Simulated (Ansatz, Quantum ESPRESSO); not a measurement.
# LiY (Pm-3m): phonons and their coupling to the electrons

How strong is the electron-phonon coupling in LiY (Pm-3m)?

Method: DFT PBE, scalar-relativistic, plane waves, PseudoDojo norm-conserving pseudopotentials, in Quantum ESPRESSO 7.5.

Most raw output is cut from this account.

The structure was built from a prototype and need not be the compound's stable phase.

### Step 1. Starting point

It takes space group Pm-3m (No. 221, cubic). Conventional cell: a = 3.521 Å, b = 3.521 Å, c = 3.521 Å, α = 90.00°, β = 90.00°, γ = 90.00°. Y has 8 Li at 3.05 Å nearest. Nearest to Li lie 8 Y at 3.05 Å. Farther neighbours are not listed.

As a file:

```
CELL_PARAMETERS angstrom
3.52080 0.00000 0.00000
0.00000 3.52080 0.00000
0.00000 0.00000 3.52080
ATOMIC_POSITIONS crystal
Y 0.50000 0.50000 0.50000
Li 0.00000 0.00000 0.00000
```

### Step 2. A first look

A cheap run with smearing and empty bands tells whether the crystal has a gap, which decides between fixed occupations and smearing later on.

probe.in

```
&control
   calculation = 'scf'
   prefix = 'x'
   outdir = './tmp'
   pseudo_dir = './pseudo'
   tprnfor = .true.
   tstress = .true.
   verbosity = 'high'
/
&system
   ibrav = 1
   celldm(1) = 6.65334774
   nat = 2
   ntyp = 2
   ecutwfc = 74.0
   occupations = 'smearing'
   smearing = 'gaussian'
   degauss = 0.01
/
&electrons
   conv_thr = 1.0d-07
   mixing_beta = 0.7
   electron_maxstep = 100
/
ATOMIC_SPECIES
 Y      88.9058  Y.upf
 Li      6.9400  Li.upf
ATOMIC_POSITIONS crystal
 Y      0.500000000   0.500000000   0.500000000
 Li     0.000000000   0.000000000   0.000000000
K_POINTS automatic
 6 6 6 0 0 0
```

On the command line:

```
OMP_NUM_THREADS=1 mpirun -n 4 pw.x -nk 4 -in probe.in > probe.out
```

Wall time 2.7 s (4 MPI ranks of Arm Neoverse V2, shared host); 10 s of CPU time.

This step gave:

| Property | Result |
| --- | --- |
| volume per atom | 21.82 Å³ |
| pressure | 6.927 GPa |
| gap on the k-mesh | 0 eV |

No gap opens on this mesh, so smearing is kept; the start stands at 6.9 GPa.

### Step 3. Relaxing the cell and atoms

The harmonic expansion starts where the forces on the atoms vanish, and stress shifts the frequencies, so cell and atoms are relaxed with tight thresholds.

relax.in

```
&control
   calculation = 'vc-relax'
   prefix = 'x'
   outdir = './tmp'
   pseudo_dir = './pseudo'
   tprnfor = .true.
   tstress = .true.
   forc_conv_thr = 2.0d-05
   etot_conv_thr = 1.0d-07
   nstep = 40
/
&system
   ibrav = 1
   celldm(1) = 6.65334774
   nat = 2
   ntyp = 2
   ecutwfc = 74.0
   occupations = 'smearing'
   smearing = 'mv'
   degauss = 0.02
/
&electrons
   conv_thr = 1.0d-11
   mixing_beta = 0.7
   electron_maxstep = 100
/
&ions
/
&cell
   press_conv_thr = 0.1
/
ATOMIC_SPECIES
 Y      88.9058  Y.upf
 Li      6.9400  Li.upf
ATOMIC_POSITIONS crystal
 Y      0.500000000   0.500000000   0.500000000
 Li     0.000000000   0.000000000   0.000000000
K_POINTS automatic
 10 10 10 0 0 0
```

On the command line:

```
OMP_NUM_THREADS=1 mpirun -n 4 pw.x -nk 4 -in relax.in > relax.out
```

Wall time 47 s (4 MPI ranks).

The steps of the relaxation:

```tsv
step	energy less that of the first step (eV)	largest force (eV/Å)	pressure (GPa)	volume (Å³)
1	0.0000	0.0000	6.98	43.64
2	-0.0594	0.0000	5.18	45.22
3	-0.1066	0.0000	3.41	46.99
4	-0.1447	0.0000	1.12	49.73
5	-0.1502	0.0000	0.08	51.20
6	-0.1502	0.0000	0.00	51.33
7	-0.1502	0.0000	0.00	51.33
8	-0.1545	0.0000	0.18	51.33
```

```tsv
conventional cell, symmetrised	before	after	change
a (Å)	3.521	3.716	+5.6 %
b (Å)	3.521	3.716	+5.6 %
c (Å)	3.521	3.716	+5.6 %
volume (Å³/atom)	21.82	25.66	+17.6 %
```

Final coordinates:

```xyz
2
Lattice="3.7163 0.0000 0.0000 0.0000 3.7163 0.0000 0.0000 0.0000 3.7163" Properties=species:S:1:pos:R:3 pbc="T T T"
Y     1.8582    1.8582    1.8582
Li    0.0000    0.0000    0.0000
```

The last row of the table of steps is pw.x's closing run on a basis chosen anew for the final cell, so its energy can jump.

Read from the output:

```
volume per atom : 25.66 Å³
pressure        : 0.1850 GPa
```

The volume changes by +17.6 % from the cell with which this run began.

### Step 4. Ground state

The response is built on this ground state, so it is converged far tighter than an energy would need. Smearing stays on, as the first look found no gap above 0.3 eV.

scf.in

```
&control
   calculation = 'scf'
   prefix = 'x'
   outdir = './tmp'
   pseudo_dir = './pseudo'
   tprnfor = .true.
   tstress = .true.
/
&system
   ibrav = 1
   celldm(1) = 7.02283411
   nat = 2
   ntyp = 2
   ecutwfc = 74.0
   occupations = 'smearing'
   smearing = 'mv'
   degauss = 0.02
/
&electrons
   conv_thr = 1.0d-12
   mixing_beta = 0.7
   electron_maxstep = 100
/
ATOMIC_SPECIES
 Y      88.9058  Y.upf
 Li      6.9400  Li.upf
ATOMIC_POSITIONS crystal
 Y      0.500000000   0.500000000   0.500000000
 Li     0.000000000   0.000000000   0.000000000
K_POINTS automatic
 10 10 10 0 0 0
```

On the command line:

```
OMP_NUM_THREADS=1 mpirun -n 4 pw.x -nk 4 -in scf.in > scf.out
```

Wall time 8.2 s (4 MPI ranks); 33 s of CPU time.

The cell stands at 0.18 GPa, close enough for phonons.

### Step 5. Levels on a dense mesh

The coupling is a sum over pairs of states at the Fermi level and needs a much denser mesh than the density does.

scf_fit.in, as its differences from scf.in of step 4:

```diff
@@ -17,5 +17,6 @@
    degauss = 0.02
+   la2F = .true.
 /
 &electrons
-   conv_thr = 1.0d-12
+   conv_thr = 1.0d-10
    mixing_beta = 0.7
@@ -30,2 +31,2 @@
 K_POINTS automatic
- 10 10 10 0 0 0
+ 20 20 20 0 0 0
```

On the command line:

```
OMP_NUM_THREADS=1 mpirun -n 4 pw.x -nk 4 -in scf_fit.in > scf_fit.out
```

Run time: 37 s. Hardware: 4 MPI ranks; 2.4 min of CPU time.

Numbers from this step:

| Quantity | Value |
| --- | --- |
| pressure | 0.2010 GPa |

### Step 6. Ground state

The run on the dense mesh left its levels for the electron-phonon sums; ph.x needs the ground state on the coarse mesh, so pw.x runs once more in the same folder.

scf.in is that of step 4.

On the command line:

```
OMP_NUM_THREADS=1 mpirun -n 4 pw.x -nk 4 -in scf.in > scf.out
```

It took 8.3 s on 4 MPI ranks.

Numbers from this step:

```
pressure : 0.1850 GPa
```

### Step 7. Linear response on the mesh

Linear response treats each wavevector in the unit cell, with no supercell; the 2×2×2 mesh fixes the range of the force constants to be had. The change of the potential is kept for the electron-phonon matrix elements.

ph.in

```
phonons
&inputph
   prefix = 'x'
   outdir = './tmp'
   fildyn = 'x.dyn'
   tr2_ph = 1.0d-18
   alpha_mix(1) = 0.4
   nmix_ph = 8
   ldisp = .true.
   nq1 = 2
   nq2 = 2
   nq3 = 2
   electron_phonon = 'interpolated'
   fildvscf = 'dvscf'
   el_ph_sigma = 0.005
   el_ph_nsigma = 10
/
```

On the command line:

```
OMP_NUM_THREADS=1 mpirun -n 4 ph.x -nk 4 -in ph.in > ph.out
```

Elapsed: 11 min, on 4 MPI ranks.

Read from the output:

```yaml
largest_acoustic_frequency_at_the_zone_centre_before_the_sum_rule: 2.53 cm⁻¹
highest_optical_zone_centre_mode_no_lo_to_term: 325.3 cm⁻¹
lowest_optical_zone_centre_mode: 325.3 cm⁻¹
lowest_mode_on_the_q_mesh_acoustic_ones_at_the_zone_centre_apart: 62.1 cm⁻¹
```

Frequencies (cm⁻¹) at each irreducible wavevector; negative means imaginary. Frequencies by wavevector:

```tsv
q (fractions)	star	mode 1	mode 2	mode 3	mode 4	mode 5	mode 6
0 0 0	1	2.53	2.53	2.53	325.3	325.3	325.3
0 0 -0.5	3	82.13	82.13	91.77	276.1	319.1	319.1
0 -0.5 -0.5	3	62.1	76.74	76.74	267.8	267.8	339.6
-0.5 -0.5 -0.5	1	131.9	131.9	131.9	258.2	258.2	258.2
```

Couplings of single modes at a Gaussian broadening of 0.02 Ry, as ph.x prints them; it sets λ to zero for modes under 20 cm⁻¹. Mode couplings:

```tsv
q (fractions)	mode	frequency (cm⁻¹)	λ	linewidth γ (GHz)
0 0 -0.5	1	82.13	0.0624	6.17
0 0 -0.5	2	82.13	0.0625	6.17
0 0 -0.5	3	91.77	0.2046	25.22
0 0 -0.5	4	276.1	0.0636	71.02
0 0 -0.5	5	319.1	0.0061	9.1
0 0 -0.5	6	319.1	0.0061	9.1
0 -0.5 -0.5	1	62.1	0.0317	1.79
0 -0.5 -0.5	2	76.74	0.104	8.96
0 -0.5 -0.5	3	76.74	0.1046	9.02
0 -0.5 -0.5	4	267.8	0.0837	87.86
0 -0.5 -0.5	5	267.8	0.0829	87.01
0 -0.5 -0.5	6	339.6	0.0015	2.49
-0.5 -0.5 -0.5	1	131.9	0.0306	7.8
-0.5 -0.5 -0.5	2	131.9	0.0306	7.79
-0.5 -0.5 -0.5	3	131.9	0.0306	7.79
-0.5 -0.5 -0.5	4	258.2	0.0934	91.2
-0.5 -0.5 -0.5	5	258.2	0.0931	90.86
-0.5 -0.5 -0.5	6	258.2	0.0924	90.14
```

Optical modes; normalised displacements of the dynamical-matrix file. Modes at Γ, with each element's share of the kinetic energy:

```tsv
mode	frequency (cm⁻¹)	symmetry	Y %	Li %
1	325.3	T1u	7	93
2	325.3	T1u	7	93
3	325.3	T1u	7	93
```

Displacements in mode 3 (325.3 cm⁻¹), the largest set to 1:
```
Y1  -0.08  0.00  0.00
Li2  1.00  0.00  0.00
```

The acoustic modes at Γ come out as far as 2.5 cm⁻¹ from zero, where they should vanish, a small numerical error.

### Step 8. Force constants in real space

The dynamical matrices of the mesh are Fourier-transformed to force constants in real space.

q2r.in

```
&input
   fildyn = 'x.dyn'
   zasr = 'crystal'
   flfrc = 'x.fc'
   la2F = .true.
/
```

On the command line:

```
q2r.x < q2r.in > q2r.out
```

It took 0.48 s on 1 thread.

### Step 9. Interpolated phonon bands

From the force constants any wavevector is cheap; points of the mesh come back as solved, but for the sum rule and, in polar crystals, the LO-TO term at Γ; the rest is interpolation.

matdyn.in

```
&input
   asr = 'crystal'
   flfrc = 'x.fc'
   flfrq = 'x.freq'
   flvec = 'x.modes'
   q_in_band_form = .true.
   q_in_cryst_coord = .true.
/
8
  0.0000000   0.0000000   0.0000000  12  ! GAMMA
  0.0000000   0.5000000   0.0000000  12  ! X
  0.5000000   0.5000000   0.0000000  12  ! M
  0.0000000   0.0000000   0.0000000  12  ! GAMMA
  0.5000000   0.5000000   0.5000000  12  ! R
  0.0000000   0.5000000   0.0000000   1  ! X
  0.5000000   0.5000000   0.5000000  12  ! R
  0.5000000   0.5000000   0.0000000   1  ! M
```

On the command line:

```
matdyn.x -in matdyn.in > matdyn.out
```

The job ended after 0.48 s (1 thread).

Read from the output:

```
lowest frequency on the path      : 0 cm⁻¹
mean frequency                    : 189.1 cm⁻¹
Debye temperature (second moment) : 406 K
logarithmic mean frequency        : 152.5 cm⁻¹
```

Matdyn.x, sum rule crystal. The phonon branches at the labelled points (cm⁻¹):

```tsv
point	branch 1	branch 2	branch 3	branch 4	branch 5	branch 6
Γ	0	0	0	325	325	325
halfway	58	58	60	303	322	322
X	82	82	92	276	319	319
halfway	73	80	87	272	294	330
M	62	77	77	268	268	340
halfway	52	66	87	294	302	326
Γ	0	0	0	325	325	325
halfway	77	77	94	295	300	300
R	132	132	132	258	258	258
halfway	87	97	99	268	297	299
X	82	82	92	276	319	319
jump to R	132	132	132	258	258	258
halfway	103	107	107	263	263	302
M	62	77	77	268	268	340
```

Lowest modes at the softest wavevector of the mesh; phase exp(i q.(R + tau)). The modes at q = (0.500, 0.000, 0.500) (shares of kinetic energy by element, %):

```tsv
mode	frequency (cm⁻¹)	Y %	Li %
1	62.1	100	0
2	76.7	94	6
3	76.7	94	6
4	267.8	6	94
5	267.8	6	94
6	339.6	0	100
```

Displacements in mode 1 (62.1 cm⁻¹), the largest set to 1, in the home cell:
```
Y1   0.00 -1.00  0.00
Li2  0.00  0.00  0.00
```

Displacements in mode 4 (267.8 cm⁻¹), the largest set to 1, in the home cell:
```
Y1   0.00  0.00 -0.07
Li2  1.00  0.00  0.00
```

Force constants by pair (phonopy on the run's constants); pairs near half the supercell's span include their periodic images. Pair force constants, by row:

```tsv
atom	neighbour	distance (Å)	third of the trace (eV/Å²)	along the pair's line (eV/Å²)
Y1	itself	0	2.865	–
Y1	Li	3.218	-0.3131	-0.6616
Y1	Y	3.716	-0.4143	-0.8208
Y1	Y	5.256	0.41	0.522
Y1	Y	6.437	-0.3475	-0.3475
Li2	itself	0	2.22	–
Li2	Y	3.218	-0.3131	-0.6616
Li2	Li	3.716	0.1308	0.441
Li2	Li	5.256	-0.0391	-0.0855
Li2	Li	6.437	0.0092	0.0092
```

Harmonic mean-square displacement, third of the trace. Mean-square displacements:

```tsv
T (K)	Y1 U_eq (Å²)	Li2 U_eq (Å²)
0	0.00247	0.0089
100	0.00561	0.01077
300	0.01565	0.02037
600	0.03108	0.03793
```

Mode patterns, pair constants, displacements and means over the zone were worked out by phonopy from the force constants of q2r.x.

All branches are real along the path.

### Step 10. Sums over the zone

Sums over the zone need many more wavevectors than were solved, so the interpolation is sampled on a dense mesh.

matdyn.in

```
&input
   asr = 'crystal'
   flfrc = 'x.fc'
   dos = .true.
   fldos = 'x.dos'
   nk1 = 12
   nk2 = 12
   nk3 = 12
   deltaE = 1.0
   la2F = .true.
/
```

On the command line:

```
matdyn.x -in matdyn.in > matdyn.out
```

The job ended after 6.8 s (1 thread).

Numbers from this step:

* share of modes beyond 3i cm⁻¹ on the dense interpolated mesh: 0
* electron-phonon coupling constant: 0.3885
* logarithmic mean frequency weighted by the coupling: 159.6 K
* zero-point energy per atom: 35.15 meV
* heat capacity at 300 K: 22.86 J/(mol atoms K)
* vibrational entropy at 300 K: 33.84 J/(mol atoms K)

The phonon density of states has structure finer than the step of the table below, so its rows give means over 10 cm⁻¹, whole bins alone (the curve runs from 0 to 340 cm⁻¹). Peaks (cm⁻¹: height): total 78.0: 0.0787, 92.0: 0.103, 272.0: 0.0615, 322.0: 0.0898; Li 272.0: 0.0596, 322.0: 0.0873; Y 78.0: 0.077, 92.0: 0.102.

Tetrahedra. Table of phonon density of states by wavenumber; means over each step; values in 1/cm⁻¹/cell:

```tsv
wavenumber (cm⁻¹)	total	Li	Y
10	1.6e-4	1.1e-5	1.5e-4
20	0.00115	7.9e-5	0.00107
30	0.00331	2.1e-4	0.00310
40	0.00653	3.9e-4	0.00614
50	0.0119	6.3e-4	0.0113
60	0.0212	9.1e-4	0.0203
70	0.0554	0.00132	0.0541
80	0.0705	0.00148	0.0690
90	0.0742	0.00102	0.0731
100	0.0307	5.2e-4	0.0301
110	0.0147	2.5e-4	0.0145
120	0.00804	9.2e-5	0.00794
130	0.00201	1.1e-5	0.00200
140	0	0	0
150	0	0	0
160	0	0	0
170	0	0	0
180	0	0	0
190	0	0	0
200	0	0	0
210	0	0	0
220	0	0	0
230	0	0	0
240	0	0	0
250	0	0	0
260	0.00651	0.00639	1.2e-4
270	0.0507	0.0492	0.00153
280	0.0473	0.0463	0.00102
290	0.0332	0.0324	7.6e-4
300	0.0350	0.0341	8.3e-4
310	0.0397	0.0388	9.4e-4
320	0.0646	0.0631	0.00155
330	0.0201	0.0199	1.7e-4
```

Harmonic thermodynamic functions per atom, summed over the density of states scaled to three modes an atom; melting is ignored. Thermodynamic functions:

```tsv
T (K)	F_vib (meV/atom)	S (J/mol-atom/K)	C_V (J/mol-atom/K)
0	35.15	0	0
50	34.35	4.884	8.281
100	29.76	12.63	14.41
200	9.93	24.96	20.75
300	-20.78	33.84	22.86
400	-59.47	40.55	23.73
500	-104.4	45.9	24.15
600	-154.3	50.32	24.39
700	-208.4	54.09	24.53
800	-266.2	57.37	24.63
900	-327.2	60.28	24.69
1000	-391.1	62.88	24.74
```

λ by broadening:

```tsv
broadening (Ry)	lambda	N(E_F) (states/spin/Ry/cell)	ω_log (K)
0.005	0.3858	19.74	136.1
0.01	0.3458	18.16	150.1
0.015	0.3668	17.32	156.9
0.02	0.3885	17.06	159.6
0.025	0.3969	16.96	160.1
0.03	0.3949	16.85	159.4
0.035	0.3876	16.65	158.1
0.04	0.3783	16.4	156.5
0.045	0.3691	16.11	154.8
0.05	0.3612	15.8	153
```

The alpha^2 F has structure finer than the step of the table below, so its rows give means over 2 meV, whole bins alone (the curve runs from 0.062 to 42.2 meV). Peaks (meV: height): 11.2: 0.835, 33.4: 0.649.

Gaussian broadening 0.02 Ry. Table of alpha^2 F by phonon energy; means over each step:

phonon energy (meV), alpha^2 F and a bar:
```
        2      0.001 
        4      0.010 #
        6      0.036 ##
        8      0.109 #######
       10      0.238 ##############
       12      0.228 ##############
       14      0.031 ##
       16      0.005 
       18      0.000 
       20      0.000 
       22      0.000 
       24      0.000 
       26      0.000 
       28      0.000 
       30      0.000 
       32      0.075 #####
       34      0.496 ##############################
       36      0.223 #############
       38      0.144 #########
       40      0.074 #####
```

At 300 K the heat capacity has reached 92 % of the Dulong-Petit value.

### Step 11. Cross-check with Ansatz

A second program on the same cell, potentials, cutoff and meshes tests the implementation of the phonon response, not its convergence. Its couplings are summed in its own way. Its k mesh is centred on Γ.

This step: DFT PBE, scalar-relativistic, plane waves, PseudoDojo norm-conserving pseudopotentials (Ansatz 0.2.0).

input.yaml

```yaml
crystal:
  lattice:
    - [3.7163237694, 0.0, 0.0]
    - [0.0, 3.7163237694, 0.0]
    - [0.0, 0.0, 3.7163237694]
  atoms:
    - { symbol: "Y", position: [0.5, 0.5, 0.5] }
    - { symbol: Li, position: [0.0, 0.0, 0.0] }
kpoints:
  mp_grid: { grid: [10, 10, 10] }
hamiltonian:
  xc: pbe
  pseudopotentials: { kind: nc, accuracy: standard }
scf:
  occupations: { method: cold, width: 0.27211 }
output:
  eigenvalues: true
basis:
  ecutwfc: 1006.821
phonons:
  method: dfpt
  qmesh: [2, 2, 2]
  temperatures: { t_max: 1000, t_step: 50 }
  qpath:
    path:
      - [[0.0, 0.0, 0.0], [0.0, 0.5, 0.0], [0.5, 0.5, 0.0], [0.0, 0.0, 0.0], [0.5, 0.5, 0.5], [0.0, 0.5, 0.0]]
      - [[0.5, 0.5, 0.5], [0.5, 0.5, 0.0]]
    npoints: 12
  electrical_resistivity: { temperatures: [77, 300], mesh: [20, 20, 20] }
```

On the command line:

```
ansatz run input.yaml --threads 4 --pin off --max-ram 8192MiB --backend cpu --events-out ev --progress --plain --runs-dir out
```

Wall time 1.8 min (4 threads); peak memory 1.3 GiB; 6.8 min of CPU time.

Read from the output:

```yaml
sum_rule_residual_before_enforcement: 2.21e-5 eV/Å²
electron_phonon_coupling_constant: 0.3856
logarithmic_mean_frequency_weighted_by_the_coupling: 160.1 K
lowest_mode_on_the_q_mesh_acoustic_ones_at_the_zone_centre_apart: 62.12 cm⁻¹
zero_point_energy_per_atom: 35.17 meV
```

The alpha^2 F has structure finer than the step of the table below, so its rows give means over 1 meV, whole bins alone (the curve runs from 0.082 to 42.0 meV). Peaks (meV: height): 11.3: 0.465, 33.3: 0.831.

The alpha^2 F by phonon energy; means over each step:

```tsv
phonon energy (meV)	alpha^2 F
1	4.8e-4
2	0.00365
3	0.00902
4	0.0178
5	0.0308
6	0.0452
7	0.0628
8	0.0965
9	0.168
10	0.185
11	0.261
12	0.135
13	0.0704
14	0.0455
15	0.0227
16	0.00514
17	0
18	0
19	0
20	0
21	0
22	0
23	0
24	0
25	0
26	0
27	0
28	0
29	0
30	0
31	0
32	0.0436
33	0.552
34	0.632
35	0.349
36	0.237
37	0.175
38	0.131
39	0.102
40	0.0694
41	0.0122
```

### Step 12. Side by side: QE PseudoDojo and Ansatz, PseudoDojo

Worked out from the results:

| Property | Result |
| --- | --- |
| root-mean-square difference | 0.04 cm⁻¹ |
| largest difference | 0.06 cm⁻¹ |
| root-mean-square difference on the path | 0.1 cm⁻¹ |
| largest difference on the path | 0.1 cm⁻¹ |

The two runs side by side. Further quantities:

```tsv
quantity	QE PseudoDojo	Ansatz, PseudoDojo
λ	0.389	0.386
ω_log (K)	159.6	160.1
```

The interpolated bands of the two lie on top of each other.

At the solved wavevectors the largest difference (acoustic modes at Γ apart) is 0.02 % of the highest mode.

### Step 13. Outcome

| Quantity | Value |
| --- | --- |
| space group after relaxation | Pm-3m |
| volume per atom | 25.7 Å³ |
| highest optical zone-centre mode (no LO-TO term) | 325.3 cm⁻¹ |
| q mesh | 2×2×2 |
| lowest mode on the q mesh (acoustic ones at the zone centre apart) | 62.1 cm⁻¹ |
| zero-point energy per atom | 35.1 meV |
| heat capacity at 300 K | 22.9 J/(mol atoms K) |
| vibrational entropy at 300 K | 33.8 J/(mol atoms K) |
| coupling constant for broadenings of 0.01 to 0.04 Ry | 0.35 to 0.40 |
| logarithmic mean frequency over the same range | 150 to 160 K |
| imaginary modes on the q mesh | none |
| largest difference from Ansatz, PseudoDojo | 0.06 cm⁻¹ |

In words: λ is about 0.38 and holds within 15 % over the middle broadenings, a weak coupling. λ is 0.39 by Gaussian broadening on the dense mesh and 0.39 by Ansatz's sums without a broadening; neither is converged in the meshes. LiY (Pm-3m) is dynamically stable on the 2×2×2 mesh; its spectrum reaches 340 cm⁻¹. At the PBE level the optical modes of LiY (Pm-3m) at the zone centre lie at 325 cm⁻¹. QE PseudoDojo and Ansatz, PseudoDojo agree to 0.06 cm⁻¹ (0.02 % of the highest mode compared) on all solved modes but the acoustic ones at Γ, without the LO-TO term. These are harmonic frequencies at zero temperature: anharmonic shifts and linewidths and thermal expansion are left out. In a metal the frequencies hang on the k mesh and the smearing, most of all near Kohn anomalies. The q mesh stands for a supercell only 7.4 Å across, so branches between the solved wavevectors are rough. The structure is a hypothetical one, built on a prototype.

[Host names and launcher messages were left out of these logs when they were recorded.]

[Logs are printed without paths, hosts, clocks, repeated set-up lines and the standing remarks that a program may print on its own settings, such as how far it seeks lower states.]

[Hosts, paths, dates, database ids (printed as entryN), source tags and the programs' standing remarks are cut or masked in the printed files.]
